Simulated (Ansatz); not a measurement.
# YVO4 (I4_1/amd): converging the G0W0 gap

How do accuracy and time trade against each other in G0W0 on YVO4 (I4_1/amd)?

Main program and level: Ansatz 0.2.0; G0W0 on r2SCAN, plane waves, PAW.

Report form: the programs' logs are mostly left out.

## 1. The structure

It takes space group I4_1/amd (No. 141, tetragonal). The conventional cell has a = 7.118 Å, b = 7.118 Å, c = 6.289 Å, α = 90.00°, β = 90.00°, γ = 90.00°. Y has 8 O at 2.30 to 2.43 Å nearest. Nearest to V lie 4 O at 1.71 Å. Nearest to O lie 1 V at 1.71 Å and 2 Y at 2.30 to 2.43 Å. Farther neighbours and most contacts between anions are not listed.

The cell and positions come from the Crystallography Open Database and are kept as given unless a step says otherwise. The default PAW set here is soft_2. Its files were made with PBE.

## 2. 120 empty bands, screening to 48 eV

Now the one-shot GW correction: screening in the RPA, then the self-energy of the levels asked for.

File input.yaml:

```yaml
crystal:
  lattice:
    - [-3.55915, 3.55915, 3.14465]
    - [3.55915, -3.55915, 3.14465]
    - [3.55915, 3.55915, -3.14465]
  atoms:
    - { symbol: "Y", position: [0.75, 0.25, 0.5] }
    - { symbol: "Y", position: [0.0, 0.0, 0.0] }
    - { symbol: V, position: [0.5, 0.5, 0.0] }
    - { symbol: V, position: [0.25, 0.75, 0.5] }
    - { symbol: O, position: [0.51, 0.3258, 0.1842] }
    - { symbol: O, position: [0.0758, 0.3916, 0.3158] }
    - { symbol: O, position: [0.1416, 0.3258, 0.8158] }
    - { symbol: O, position: [0.0758, 0.76, 0.6842] }
    - { symbol: O, position: [0.24, 0.9242, 0.3158] }
    - { symbol: O, position: [0.6742, 0.49, 0.8158] }
    - { symbol: O, position: [0.6084, 0.9242, 0.6842] }
    - { symbol: O, position: [0.6742, 0.8584, 0.1842] }
kpoints:
  mp_grid: { grid: [4, 4, 4] }
hamiltonian:
  xc: r2scan
scf:
  occupations: { method: fixed }
gw:
  n_empty_bands: 120
  ecut_chi: 48
  qp_bands: [v4, c4]
  qp_kpoints: band_edges
  screening: { model: contour_deformation }
```

Started as:

```console
$ ansatz run input.yaml --threads 3 --pin off --max-ram 92160MiB --backend cuda --events-out ev --progress --plain --runs-dir out --devices 1 --max-vram 13GiB
```

Wall time 20 s (1 × NVIDIA H100 80GB HBM3 (shared by 6 runs) with 3 threads of AMD EPYC 7R13 (Zen 3), shared host); peak memory 1.5 GiB; 29 s of CPU time.

Numbers from this step:

| Quantity | Value |
| --- | --- |
| bands summed | 168 |
| RPA ε∞ on this mesh (eigenvalues) | 3.517, 3.517, 4.262 |
| plane waves in the screening matrix | 123 |
| q-points in the mesh | 64 |
| G0W0 gap on the mesh | 5.451 eV |
| k of the valence top | 0, 0, 0 |
| k of the conduction bottom | 0, 0, 0 |
| starting gap on the mesh | 3.321 eV |
| Z at the valence top | 0.7585 |
| Z at the conduction bottom | 0.7700 |
| least direct G0W0 gap on the computed points | 5.451 eV |

The gap on the mesh goes from 3.32 eV to 5.45 eV, a correction of +2.13 eV. Between the two edge states, bare exchange in place of the xc potential would open the gap by 11.94 eV, and correlation takes back 9.81 eV.

## 3. 340 empty bands, screening to 96 eV

Bands and screening cutoff are moved together, since each hides the error of the other.

input.yaml, as its differences from that of step 2:

```diff
@@ -25,4 +25,4 @@
 gw:
-  n_empty_bands: 120
-  ecut_chi: 48
+  n_empty_bands: 340
+  ecut_chi: 96
   qp_bands: [v4, c4]
```

It took 49 s on 1 × NVIDIA H100 80GB HBM3 (shared by 6 runs) with 3 threads; peak memory 2 GiB.

This step gave:

| Quantity | Value |
| --- | --- |
| bands summed | 388 |
| RPA ε∞ on this mesh (eigenvalues) | 3.498, 3.498, 4.222 |
| plane waves in the screening matrix | 349 |
| q-points in the mesh | 64 |
| G0W0 gap on the mesh | 5.158 eV |
| k of the valence top | 0, 0, 0 |
| k of the conduction bottom | 0, 0, 0 |
| starting gap on the mesh | 3.321 eV |
| Z at the valence top | 0.7498 |
| Z at the conduction bottom | 0.7627 |
| least direct G0W0 gap on the computed points | 5.158 eV |

Against the run with 4×4×4 mesh, 120 empty bands, screening to 48 eV, the gap moves by −0.29 eV.

## 4. 732 empty bands, screening to 160 eV

input.yaml, as its differences from that of step 3:

```diff
@@ -25,4 +25,4 @@
 gw:
-  n_empty_bands: 340
-  ecut_chi: 96
+  n_empty_bands: 732
+  ecut_chi: 160.0
   qp_bands: [v4, c4]
```

Wall time 1.9 min (1 × NVIDIA H100 80GB HBM3 (shared by 6 runs) with 3 threads); peak memory 3.1 GiB; 2.8 min of CPU time.

This step gave:

- bands summed: 780
- RPA ε∞ on this mesh (eigenvalues): 3.483, 3.483, 4.204
- plane waves in the screening matrix: 703
- G0W0 gap on the mesh: 5.160 eV
- k of the valence top: 0, 0, 0
- k of the conduction bottom: 0, 0, 0
- starting gap on the mesh: 3.321 eV
- least direct G0W0 gap on the computed points: 5.160 eV

Against the run with 4×4×4 mesh, 340 empty bands, screening to 96 eV, the gap moves by +0.002 eV.

## 5. Changing the k mesh: 2×2×2 mesh, 340 empty bands, screening to 96 eV

A second mesh at equal bands and cutoff isolates the sampling error. Bands and cutoff differ from the step before, so it is read against an earlier run that matches them.

input.yaml, as its differences from that of step 4:

```diff
@@ -19,3 +19,3 @@
 kpoints:
-  mp_grid: { grid: [4, 4, 4] }
+  mp_grid: { grid: [2, 2, 2] }
 hamiltonian:
@@ -25,4 +25,4 @@
 gw:
-  n_empty_bands: 732
-  ecut_chi: 160.0
+  n_empty_bands: 340
+  ecut_chi: 96
   qp_bands: [v4, c4]
```

Elapsed: 11 s, on 1 × NVIDIA H100 80GB HBM3 (shared by 6 runs) with 3 threads; peak memory 1.5 GiB.

This step gave:

```
bands summed                                 : 388
RPA ε∞ on this mesh (eigenvalues)            : 3.510, 3.510, 4.265
plane waves in the screening matrix          : 349
G0W0 gap on the mesh                         : 5.166 eV
k of the valence top                         : 0, 0, 0
k of the conduction bottom                   : 0, 0, 0
starting gap on the mesh                     : 3.320 eV
least direct G0W0 gap on the computed points : 5.166 eV
```

Against the run with 4×4×4 mesh, 340 empty bands, screening to 96 eV, the gap moves by +0.008 eV.

## 6. Changing the frequency model: 4×4×4 mesh, 340 empty bands, screening to 96 eV, plasmon pole

A plasmon pole stands in for the full frequency dependence of the screening; this run shows what that costs in accuracy.

input.yaml, as its differences from that of step 5:

```diff
@@ -19,3 +19,3 @@
 kpoints:
-  mp_grid: { grid: [2, 2, 2] }
+  mp_grid: { grid: [4, 4, 4] }
 hamiltonian:
@@ -29,2 +29,2 @@
   qp_kpoints: band_edges
-  screening: { model: contour_deformation }
+  screening: { model: godby_needs }
```

It took 67 s on 1 × NVIDIA H100 80GB HBM3 (shared by 6 runs) with 3 threads; peak memory 3 GiB; 2.2 min of CPU time.

This step gave:

```
bands summed                                 : 388
plasmon-pole fit frequency                   : 28.82 eV
RPA ε∞ on this mesh (eigenvalues)            : 3.498, 3.498, 4.222
plane waves in the screening matrix          : 349
G0W0 gap on the mesh                         : 5.201 eV
k of the valence top                         : 0, 0, 0
k of the conduction bottom                   : 0, 0, 0
starting gap on the mesh                     : 3.321 eV
least direct G0W0 gap on the computed points : 5.201 eV
```

Against the run with 4×4×4 mesh, 340 empty bands, screening to 96 eV, the gap moves by +0.04 eV.

## 7. Changing the files: 4×4×4 mesh, 340 empty bands, screening to 96 eV, hard PAW files

Other atomic data (hard PAW) test the pseudisation: the cutoff goes from 500 to 1050 eV, with the same valence electrons.

input.yaml, as its differences from that of step 6:

```diff
@@ -22,2 +22,3 @@
   xc: r2scan
+  pseudopotentials: { kind: paw, source: ansatz }
 scf:
@@ -29,2 +30,2 @@
   qp_kpoints: band_edges
-  screening: { model: godby_needs }
+  screening: { model: contour_deformation }
```

Run time: 3.6 min. Hardware: 1 × NVIDIA H100 80GB HBM3 (shared by 6 runs) with 3 threads; peak memory 3.7 GiB; 5.7 min of CPU time.

This step gave:

```
bands summed                                 : 388
RPA ε∞ on this mesh (eigenvalues)            : 3.499, 3.499, 4.224
plane waves in the screening matrix          : 349
G0W0 gap on the mesh                         : 5.133 eV
k of the valence top                         : 0, 0, 0
k of the conduction bottom                   : 0, 0, 0
starting gap on the mesh                     : 3.315 eV
least direct G0W0 gap on the computed points : 5.133 eV
```

Against the run with 4×4×4 mesh, 340 empty bands, screening to 96 eV, the gap moves by −0.02 eV.

## 8. Convergence and cost

Times are wall times on 1 × NVIDIA H100 80GB HBM3 (shared by 6 runs) with 3 threads of AMD EPYC 7R13 (Zen 3), shared host, good to a factor of about two.

```
 mesh        files            frequency  bands summed  cutoff (eV)  start (eV)  G0W0 (eV)     time  host memory (GiB)
4×4×4  default PAW  contour deformation           168           48       3.321      5.451     20 s                1.5
4×4×4  default PAW  contour deformation           388           96       3.321      5.158     49 s                2.0
4×4×4  default PAW  contour deformation           780          160       3.321      5.160  1.9 min                3.1
2×2×2  default PAW  contour deformation           388           96       3.320      5.166     11 s                1.5
4×4×4  default PAW         plasmon pole           388           96       3.321      5.201     67 s                3.0
4×4×4     hard PAW  contour deformation           388           96       3.315      5.133  3.6 min                3.7
```

How the two edges are built up, in eV (the quasiparticle level is the starting level plus Σx plus Σc less Vxc):

```
      run               edge  start      Σx     Σc     Vxc     Z     QP
168 bands        valence top   5.90  -25.62   4.62  -20.96  0.76   5.86
168 bands  conduction bottom   9.23  -14.73  -5.19  -22.01  0.77  11.31
388 bands        valence top   5.90  -25.62   4.44  -20.96  0.75   5.68
388 bands  conduction bottom   9.23  -14.73  -5.66  -22.01  0.76  10.84
780 bands        valence top   5.90  -25.62   4.20  -20.96  0.74   5.44
780 bands  conduction bottom   9.23  -14.73  -5.90  -22.01  0.76  10.60
```

## 9. What came out

```
168 bands, 48 eV  : 5.451 eV
388 bands, 96 eV  : 5.158 eV
780 bands, 160 eV : 5.160 eV
mesh and start    : 4×4×4, r2SCAN
```

From 168 to 780 bands the gap moves by −0.29 eV while the time grows 5.7-fold. Σc changes by −0.42 eV at the valence top and −0.71 eV at the conduction bottom, so the levels themselves move more than the gap between them. The gap turns back along the series, so no limit is drawn from it. On the 2×2×2 mesh in place of 4×4×4 the gap differs by +0.01 eV, of which −0.001 eV is already in the start. The plasmon-pole model gives +0.04 eV against contour deformation, 2 % of the correction, and saved no time in this program. Hard PAW files move the gap by −0.02 eV at equal bands and cutoff, −0.01 eV of it in the start. The runs have no spin polarisation. For a closed low-spin shell that is the natural state; where a d or f shell is open it is a constraint, and the gap is then not the crystal's own. With d states at the gap, one-shot GW leans hard on its start. The many-body steps are scalar-relativistic: spin-orbit coupling is not in them.

[Paths, hosts, dates, memory and timing lines, banners, echoed tables and standing remarks are left out of the program output.]

[Logs are printed without paths, hosts, clocks, repeated set-up lines and the standing remarks that a program may print on its own settings, such as how far it seeks lower states.]

[Runs of the session that timed out or met a known fault of the program may be left out.]

[Cells called generated may have been cut or substituted from an entry of the Crystallography Open Database or the Materials Project.]

[Hosts, paths, dates, database ids (printed as entryN), source tags and the programs' standing remarks are cut or masked in the printed files.]
